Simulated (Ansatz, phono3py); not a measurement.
# Phonon transport in NaI (Fm-3m)

Aim: the lattice thermal conductivity of NaI against temperature, and which phonons carry it.

Measurements to reproduce:
- thermal conductivity 1.8 W/m/K near room temperature (given in “Combining the AFLOW GIBBS and Elastic Libraries to efficiently and robustly screen thermo-mechanical properties of solids”, 2017, arXiv:1611.05714)
- thermal conductivity 1.8 W/m/K near room temperature (given in “Predicting the lattice thermal conductivity of solids by solving the Boltzmann transport equation: AFLOW - AAPL an automated, accurate and efficient framework”, 2017, arXiv:1611.05481)

Program: Ansatz 0.2.0. Level of theory: DFT LDA, scalar-relativistic, plane waves, PAW. Results are calculated unless marked as measured.

### 1. The starting structure

It takes space group Fm-3m (No. 225, cubic). The conventional cell has a = 6.473 Å, b = 6.473 Å, c = 6.473 Å, α = 90.00°, β = 90.00°, γ = 90.00°. Nearest to Na lie 6 I at 3.24 Å. Nearest to I lie 6 Na at 3.24 Å. Farther neighbours and most contacts between anions are not listed.

### 2. Probe on a coarse mesh

A cheap single point shows whether the cell is a metal or an insulator and how far it is from rest; that sets the k-mesh and the occupations of what follows.

File input.yaml:

```yaml
crystal:
  lattice:
    - [0.0, 3.2364, 3.2364]
    - [3.2364, 0.0, 3.2364]
    - [3.2364, 3.2364, 0.0]
  atoms:
    - { symbol: Na, position: [0.0, 0.0, 0.0] }
    - { symbol: I, position: [0.5, 0.5, 0.5] }
kpoints:
  mp_grid: { grid: [6, 6, 6] }
hamiltonian:
  xc: lda
scf:
  occupations: { method: gaussian, width: 0.1 }
output:
  forces: true
  stress: true
  eigenvalues: true
```

Launch:

```console
ansatz run input.yaml --threads 16 --pin off --max-ram 30720MiB --backend cpu --events-out ev --progress --plain --runs-dir out
```

Numbers of over 12 decimals in the logs are rounded to 6 here.

The log of the run:

```text
Engine: ansatz 0.2.0, x86_64-unknown-linux-gnu
Pseudopotentials: kind: paw
Pseudopotential: Na, paw, valence charge 9, recommended cutoff 420 eV (normal), Na.paw.azcp
Pseudopotential: I, paw, valence charge 17, recommended cutoff 420 eV (normal), I.paw.azcp
Functional definition: SPW92
  exchange = slater_x
  correlation = pw_c
Crystal: 2 atoms, lattice volume = 67.798 Å³
Basis set: ecut = 420 eV, 1363 PW (Γ)
Bands: 17, of which v1, the nominal top of the filled ones, is band 13 counted from 1 (12 counted from 0)
Symmetry: 48 space group operations
Space group: Fm-3m (ITA 225), of the structure as read, at distance tolerance 4.1e-5 Å
k-points: 16 of 216
Non-local potential: Na, projectors of the file, l = 0: 3, l = 1: 2, l = 2: 1
Non-local potential: I, projectors of the file, l = 0: 2, l = 1: 2, l = 2: 2, l = 3: 2
PAW form: soft (Blöchl's): semilocal exchange-correlation on the pseudo side does not see the compensation charge
PAW frozen core: Na, regenerated for the run's functional, and the local potential with it (the file was generated under x = pbe(κ = 0.804, μ = 0.219515), c = pbe(β = 0.066725))
PAW frozen core: I, regenerated for the run's functional, and the local potential with it (the file was generated under x = pbe(κ = 0.804, μ = 0.219515), c = pbe(β = 0.066725))
PAW one-centre angular grid: Na, 110 points (default); XC on 64 Gauss nodes
PAW one-centre angular grid: I, 590 points (default); XC on 64 Gauss nodes
Initial density: superposition of atomic densities (neutral atoms: chi_scale 0, normalization atom), corrected by the library's trained network
Initial wavefunctions: pseudopotential atomic-orbital guess
Functional: x = slater, c = lda
SCF iter   1: F=—  HF=-8824.979557 eV  |F-HF|=—  |Δ(HF+E_count)|=         —  Δρ=5.26e-3  dr2=7.51e-3  ethr=1.77e-3  ⟨swp⟩=5.8  Hψ=1459  notcnv=0
preconditioner: auto → none  [insulator: Δε(μ)=3.323 eV  Ē_g=10.446 eV  σ=0.100 eV  W_gap=1.00  n_scr=14 (ndim 8)  ℏωp=12.8 eV  f_vac=0.068  D(μ)=0.00/eV (n_scr^D=0)  ε∞_Penn≈2.5]
SCF iter   2: F=—  HF=-8824.974753 eV  |F-HF|=—  |Δ(HF+E_count)|=   4.80e-3  Δρ=1.90e-3  dr2=1.68e-3  ethr=2.89e-5  ⟨swp⟩=2.1  Hψ=593  notcnv=0
SCF iter   3: F=—  HF=-8824.974472 eV  |F-HF|=—  |Δ(HF+E_count)|=   2.80e-4  Δρ=6.79e-4  dr2=2.57e-4  ethr=6.45e-6  ⟨swp⟩=2.2  Hψ=440  notcnv=0
SCF iter   4: F=—  HF=-8824.974390 eV  |F-HF|=—  |Δ(HF+E_count)|=   8.17e-5  Δρ=2.09e-4  dr2=1.40e-5  ethr=9.87e-7  ⟨swp⟩=2.6  Hψ=389  notcnv=0
SCF iter   5: F=—  HF=-8824.974394 eV  |F-HF|=—  |Δ(HF+E_count)|=   3.60e-6  Δρ=1.21e-5  dr2=1.37e-7  ethr=5.39e-8  ⟨swp⟩=1.1  Hψ=276  notcnv=0
SCF iter   6: F=-8824.974394 eV  HF=-8824.974394 eV  |F-HF|=5.45e-9  |Δ(HF+E_count)|=   1.02e-8  Δρ=3.06e-6  dr2=6.91e-9  ethr=3.85e-10  ⟨swp⟩=5.8  Hψ=1153  notcnv=0
SCF 1 converged in 6 iterations: F = -8824.974394 eV  dr2 = 6.91e-9
  greatest PAW one-centre occupation: 1.000 electrons in one spin orbital (limit 2), on the I atom at site 1 (counted from 0), in its partial waves of l = 2
SCF converged after 6 iterations
Free energy (F): -8824.974394 eV
Harris-Foulkes:  -8824.974394 eV  (|F-HF|=5.45e-9)
Internal energy: -8824.974394 eV  (E = F + TS)
E sigma→0 (E₀):  -8824.974394 eV
Fermi energy:    4.442581 eV
--- Per-component energies (eV) ---
  E_band       = -619.891507
  E_kinetic    = 310.456339
  E_local      = -3356.109306  (includes V_loc(G=0)·N_el)
  E_nonlocal   = 31.348121
  E_hartree    = 1517.054769
  E_xc         = -165.444759
  E_vxc        = -178.323103  (∫ρ·V_xc dr)
  E_paw        = -4905.351595  (= ΣΔE_a)
  E_vpaw       = -461.377936  (= ΣTr[D̂ρ^β])
  E_aug_tail   = 0.000050  (compensation charges beyond the density's cutoff)
  E_ewald      = -2257.850118
  E_core_change = 0.922105  (= ΣΔE_core)
  E_smearing   = -0.000000  (= −TS)
  E_closure    = 0.000000  (closes the sum)
  Σ components = -8824.974394   (vs F -8824.974394, Δ=0.00e0)
--- Forces (eV/Å), atoms counted from 1 ---
  atom   1  Na    -0.00000000    -0.00000000     0.00000000
  atom   2  I      0.00000000    -0.00000000     0.00000000
  max |Σ_I F_I| component: 7.26e-29 eV/Å
--- Stress (GPa, compression-positive) ---
       -1.637343      -0.000000       0.000000
        0.000000      -1.637343       0.000000
        0.000000      -0.000000      -1.637343
  P = ⅓ Tr σ = -1.6373 GPa (-16.373 kbar)
--- Band table (eV; the first three rows and the last of 16) ---
  k-point 0: bands = [... 9 lower, -8.3504, 2.7745, 2.7745, 2.7745, 6.1074, 10.6109, 10.6109, 10.6109]
  k-point 1: bands = [... 9 lower, -8.2769, 2.0057, 2.6981, 2.6981, 6.9494, 10.0831, 10.7947, 10.7947]
  k-point 2: bands = [... 9 lower, -8.1214, 0.9572, 2.5556, 2.5556, 7.6354, 10.3486, 10.3486, 10.5650]
  k-point 15: bands = [... 9 lower, -7.9562, 1.0624, 1.6408, 1.8601, 7.9290, 9.1259, 11.1705, 11.2069]
```

Elapsed: 0.33 s, on 16 threads of Intel Xeon 6975P-C (Granite Rapids), shared host; peak memory 0.41 GiB.

The column dr2 measures how far the density is from self-consistency, as an energy; F and HF (Harris–Foulkes) agree once it is small.

Numbers from this step:

```
pressure          : -1.637 GPa
gap on the k-mesh : 3.333 eV
volume per atom   : 33.90 Å³
```

The start is under -1.6 GPa at this level and looks like an insulator or semiconductor on this mesh.

### 3. Finding the static equilibrium

The vibrations must be taken about the equilibrium of this functional, not about the starting cell, so the structure is relaxed.

input.yaml, the sections that differ from step 2:

```yaml
scf:
  occupations: { method: gaussian, width: 0.02 }
relax:
  adjacent_minimum: "off"
  f_tol: 0.005
  max_steps: 80
  cell: { stress_tol: 0.05 }
# crystal, kpoints, hamiltonian, output: as in step 2
```

The log of the run:

```text
[...]
Crystal: 2 atoms, lattice volume = 67.798 Å³
Basis set: ecut = 420 eV, 1363 PW (Γ)
Bands: 17, of which v1, the nominal top of the filled ones, is band 13 counted from 1 (12 counted from 0)
Symmetry: 48 space group operations
[...]
k-points: 16 of 216
[...]
SCF iter   1: F=—  HF=-8824.979585 eV  |F-HF|=—  |Δ(HF+E_count)|=         —  Δρ=5.25e-3  dr2=7.50e-3  ethr=1.77e-3  ⟨swp⟩=6.2  Hψ=1483  notcnv=0
[...]
SCF iter   6: F=-8824.974394 eV  HF=-8824.974394 eV  |F-HF|=5.91e-9  |Δ(HF+E_count)|=   6.97e-9  Δρ=3.29e-6  dr2=7.59e-9  ethr=3.85e-10  ⟨swp⟩=6.3  Hψ=1199  notcnv=0
SCF 1 converged in 6 iterations: F = -8824.974394 eV  dr2 = 7.59e-9
[...]
relax step   1: F+E_penalty+E_count = -8824.97439401 eV  Δ(F+E_penalty+E_count) = +0.000e0 eV  max|allowed force component| = 1.285e-28 eV/Å  Δτ_max = 0.0000 Å  P = -1.637 GPa  Ω = 67.798 Å³  (6 SCF iters, dr2 threshold 1.00e-7 eV, accepted)
Crystal: 2 atoms, lattice volume = 64.528 Å³
Basis set: ecut = 420 eV, 1243 PW (Γ)
[...]
iter 1 solved again at ethr=1.26e-5 eV; its pass at ethr=3.10e-3 eV (dr2=3.29e-3 eV) is discarded
[...]
SCF iter   5: F=-8825.001406 eV  HF=-8825.001406 eV  |F-HF|=1.64e-10  |Δ(HF+E_count)|=   1.11e-7  Δρ=6.25e-6  dr2=1.74e-8  ethr=7.69e-10  ⟨swp⟩=6.9  Hψ=1282  notcnv=0
SCF 2 converged in 5 iterations: F = -8825.001406 eV  dr2 = 1.74e-8
relax step   2: F+E_penalty+E_count = -8825.00140553 eV  Δ(F+E_penalty+E_count) = -2.701e-2 eV  max|allowed force component| = 2.135e-29 eV/Å  Δτ_max = 0.0000 Å  P = -0.936 GPa  Ω = 64.528 Å³  energy of the carried Pulay correction = +3.782e-4 eV  (5 SCF iters, dr2 threshold 2.00e-7 eV, accepted)
Crystal: 2 atoms, lattice volume = 60.631 Å³
[...]
SCF iter   5: F=-8825.011154 eV  HF=-8825.011154 eV  |F-HF|=1.10e-9  |Δ(HF+E_count)|=   1.52e-7  Δρ=7.44e-6  dr2=2.00e-8  ethr=7.69e-10  ⟨swp⟩=7.1  Hψ=1305  notcnv=0
SCF 3 converged in 5 iterations: F = -8825.011154 eV  dr2 = 2.00e-8
relax step   3: F+E_penalty+E_count = -8825.01115433 eV  Δ(F+E_penalty+E_count) = -9.749e-3 eV  max|allowed force component| = 2.654e-29 eV/Å  Δτ_max = 0.0000 Å  P = +0.246 GPa  Ω = 60.631 Å³  energy of the carried Pulay correction = +8.541e-4 eV  (5 SCF iters, dr2 threshold 2.00e-7 eV, accepted)
[...]
relax step   4: F+E_penalty+E_count = -8825.01158449 eV  Δ(F+E_penalty+E_count) = -4.302e-4 eV  max|allowed force component| = 1.808e-29 eV/Å  Δτ_max = 0.0000 Å  P = -0.024 GPa  Ω = 61.403 Å³  energy of the carried Pulay correction = +7.575e-4 eV  (4 SCF iters, dr2 threshold 1.51e-7 eV, accepted)
[...]
SCF iter   1: F=—  HF=-8825.010781 eV  |F-HF|=—  |Δ(HF+E_count)|=         —  Δρ=7.56e-5  dr2=6.20e-7  ethr=3.59e-6  ⟨swp⟩=2.4  Hψ=2124  notcnv=0
eigensolver tolerance schedule: the retry pair's looser diagonalisation over-reported the residual by 1506.97 of it (diagonalisation noise at an unbounded share of the residual, at the tolerance the schedule requests for it); recorded, not acted on — ethr = c·dr2/N_el stays at c = 1.0e-1
[...]
SCF iter   2: F=—  HF=-8825.010782 eV  |F-HF|=—  |Δ(HF+E_count)|=   6.19e-7  Δρ=3.57e-5  dr2=1.04e-7  ethr=2.38e-9  ⟨swp⟩=2.2  Hψ=496  notcnv=0
[...]
SCF iter   5: F=-8825.010782 eV  HF=-8825.010782 eV  |F-HF|=1.82e-12  |Δ(HF+E_count)|=  1.51e-10  Δρ=1.93e-7  dr2=8.15e-12  ethr=1.00e-12  ⟨swp⟩=6.9  Hψ=1317  notcnv=0
SCF 5 converged in 5 iterations: F = -8825.010782 eV  dr2 = 8.15e-12
relax step   5: F+E_penalty+E_count = -8825.01078197 eV  Δ(F+E_penalty+E_count) = +8.025e-4 eV  max|allowed force component| = 2.332e-29 eV/Å  Δτ_max = 0.0000 Å  P = -0.024 GPa  Ω = 61.403 Å³  stress off target by 2.41e-2 GPa  SCF on the basis re-selected at this cell (its energy is not comparable with the rows above)  (5 SCF iters)
basis re-selected at this cell: Δ(F+E_penalty+E_count) = +8.025e-4 eV, ΔP = -0.000 GPa vs the last step (what re-selecting the basis moved, of the pressure what is left beyond the Pulay correction that the steps carried, after the strain that the cell walked since its last selection, with what the two solves' SCF thresholds leave and, on support functions, any second-order correction that the steps lacked; it is no measure of the basis error at this ecutwfc). The dense FFT grid was sized anew with the basis: this SCF ran on 30×30×30 points, the steps before it on 32×32×32, so part of this shift can come from that change (see relax.cell in the input reference). [rest of the remark cut]
SCF converged after 5 iterations
Free energy (F): -8825.010782 eV
[...]
Internal energy: -8825.010782 eV  (E = F + TS)
E sigma→0 (E₀):  -8825.010782 eV
Fermi energy:    5.545331 eV
[...]
--- Stress (GPa, compression-positive) ---
       -0.024072      -0.000000      -0.000000
       -0.000000      -0.024072      -0.000000
       -0.000000      -0.000000      -0.024072
  P = ⅓ Tr σ = -0.0241 GPa (-0.241 kbar)
--- Band table (eV; the first three rows and the last of 16) ---
  k-point 0: bands = [... 9 lower, -7.6655, 3.7374, 3.7374, 3.7374, 7.3531, 11.5741, 11.5741, 11.5741]
  k-point 1: bands = [... 9 lower, -7.5683, 2.8404, 3.6419, 3.6419, 8.2445, 11.0930, 11.8063, 11.8063]
  k-point 2: bands = [... 9 lower, -7.3593, 1.6170, 3.4660, 3.4660, 8.7177, 11.4034, 11.4034, 12.0363]
  k-point 15: bands = [... 9 lower, -7.1380, 1.7130, 2.3845, 2.6456, 9.0615, 10.0575, 12.4680, 12.4963]
--- Relaxed structure (4 steps of the walk, 4 accepted, 1 SCFs on fresh bases) ---
  F+E_penalty+E_count = -8825.01078197 eV   max|allowed force component| = 2.332e-29 eV/Å   (the final SCF, on the basis selected at the relaxed cell)
  cell:  # Å, volume = 61.4032 Å³
    - [0, 3.131269, 3.131269]
    - [3.131269, 0, 3.131269]
    - [3.131269, 3.131269, 0]
  atoms:
    - { symbol: Na, position: [0, 0, 0] }
    - { symbol: I, position: [0.5, 0.5, 0.5] }
```

Elapsed: 1.1 s, on 16 threads; peak memory 0.46 GiB.

Step by step:

```
step  energy less that of the first step (eV)  largest force component (eV/Å)  pressure (GPa)  volume (Å³)
   1                                   0.0000                          0.0000           -1.64        67.80
   2                                  -0.0270                          0.0000           -0.94        64.53
   3                                  -0.0368                          0.0000            0.25        60.63
   4                                  -0.0372                          0.0000           -0.02        61.40
  5*                                  -0.0364                          0.0000           -0.02        61.40
```

Relaxation steps marked * repeat the geometry before them on a plane-wave basis chosen anew for their cell, so energy and pressure can jump there.

The run keeps the 48 symmetry operations that it works with, so distortions that break them were not tested.

```
conventional cell, symmetrised  before  after  change
                         a (Å)   6.473  6.263  -3.2 %
                         b (Å)   6.473  6.263  -3.2 %
                         c (Å)   6.473  6.263  -3.2 %
              volume (Å³/atom)   33.90  30.70  -9.4 %
```

The relaxed structure:

```cif
data_structure
_symmetry_space_group_name_H-M 'P 1'
_symmetry_Int_Tables_number 1
_cell_length_a 4.4283
_cell_length_b 4.4283
_cell_length_c 4.4283
_cell_angle_alpha 60.000
_cell_angle_beta 60.000
_cell_angle_gamma 60.000
_cell_volume 61.40
loop_
_atom_site_label
_atom_site_type_symbol
_atom_site_fract_x
_atom_site_fract_y
_atom_site_fract_z
_atom_site_occupancy
Na1 Na 0.00000 0.00000 0.00000 1
I2 I 0.50000 0.50000 0.50000 1
```

Numbers from this step:

```
pressure          : -0.02407 GPa
gap on the k-mesh : 3.616 eV
volume per atom   : 30.70 Å³
```

The relaxation ends with a pressure of -0.02 GPa.

### 4. A second relaxation

The relaxation is run once more from where the first one ended, as the script does after a large change of volume or of the gap, with mesh and occupations reviewed.

Edit input.yaml of step 3 so:

```diff
@@ -2,5 +2,5 @@
   lattice:
-    - [0.0, 3.2364, 3.2364]
-    - [3.2364, 0.0, 3.2364]
-    - [3.2364, 3.2364, 0.0]
+    - [0.0, 3.1312688942, 3.1312688942]
+    - [3.1312688942, 0.0, 3.1312688942]
+    - [3.1312688942, 3.1312688942, 0.0]
   atoms:
```

The log of the run:

```text
[...]
Crystal: 2 atoms, lattice volume = 61.403 Å³
Basis set: ecut = 420 eV, 1243 PW (Γ)
Bands: 17, of which v1, the nominal top of the filled ones, is band 13 counted from 1 (12 counted from 0)
Symmetry: 48 space group operations
[...]
k-points: 16 of 216
[...]
k-point 15: bands = [... 9 lower, -7.1380, 1.7130, 2.3845, 2.6456, 9.0615, 10.0575, 12.4680, 12.4963]
--- Relaxed structure (1 steps of the walk, 1 accepted, 1 SCFs on fresh bases) ---
[...]
cell:  # Å, volume = 61.4032 Å³
    - [0.0, 3.1312688942, 3.1312688942]
    - [3.1312688942, 0.0, 3.1312688942]
    - [3.1312688942, 3.1312688942, 0.0]
  atoms:
    - { symbol: Na, position: [0.0, 0.0, 0.0] }
    - { symbol: I, position: [0.5, 0.5, 0.5] }
[key lines of the parts left out:]
SCF converged after 6 iterations
Free energy (F): -8825.010782 eV
Fermi energy:    5.545333 eV
P = ⅓ Tr σ = -0.0241 GPa (-0.241 kbar)
```

It took 0.55 s on 16 threads; peak memory 0.43 GiB; 2.9 s of CPU time.

Little changed from the start: no atom moved by 0.005 Å and no cell edge by 0.1 %.

### 5. Tight relaxation

The thresholds are tightened for a last relaxation ahead of the phonons, and where mesh or smearing change with them the cell follows.

input.yaml, the sections that differ from step 4:

```yaml
scf:
  occupations: { method: fixed }
relax:
  adjacent_minimum: "off"
  f_tol: 0.001
  max_steps: 60
  cell: { stress_tol: 0.01 }
# crystal, kpoints, hamiltonian, output: as in step 4
```

The log of the run:

```text
[...]
Crystal: 2 atoms, lattice volume = 61.403 Å³
Basis set: ecut = 420 eV, 1243 PW (Γ)
Bands: 17, of which v1, the nominal top of the filled ones, is band 13 counted from 1 (12 counted from 0)
Symmetry: 48 space group operations
[...]
k-points: 16 of 216
[...]
k-point 15: bands = [... 9 lower, -7.1319, 1.7178, 2.3900, 2.6515, 9.0698, 10.0644, 12.4775, 12.5058]
--- Relaxed structure (2 steps of the walk, 2 accepted, 1 SCFs on fresh bases) ---
[...]
cell:  # Å, volume = 61.3605 Å³
    - [0, 3.130543, 3.130543]
    - [3.130543, 0, 3.130543]
    - [3.130543, 3.130543, 0]
  atoms:
    - { symbol: Na, position: [0, 0, 0] }
    - { symbol: I, position: [0.5, 0.5, 0.5] }
[key lines of the parts left out:]
SCF converged after 9 iterations
Free energy (F): -8825.010792 eV
Fermi energy:    3.744608 eV
P = ⅓ Tr σ = -0.0098 GPa (-0.098 kbar)
```

Elapsed: 0.72 s, on 16 threads; peak memory 0.43 GiB.

Little changed from the start: no atom moved by 0.005 Å and no cell edge by 0.1 %.

This step gave:

* pressure: -0.009790 GPa
* gap on the k-mesh: 3.618 eV
* volume per atom: 30.68 Å³

The residual pressure is -0.0098 GPa, small enough for phonons.

[end of part 1 of 3]

[Logs are printed without paths, hosts, clocks, repeated set-up lines and the standing remarks that a program may print on its own settings, such as how far it seeks lower states.]

[Hosts, paths, dates, database ids (printed as entryN), source tags and the programs' standing remarks are cut or masked in the printed files.]

[A step with changed settings may run another functional than the one named; its input shows which.]
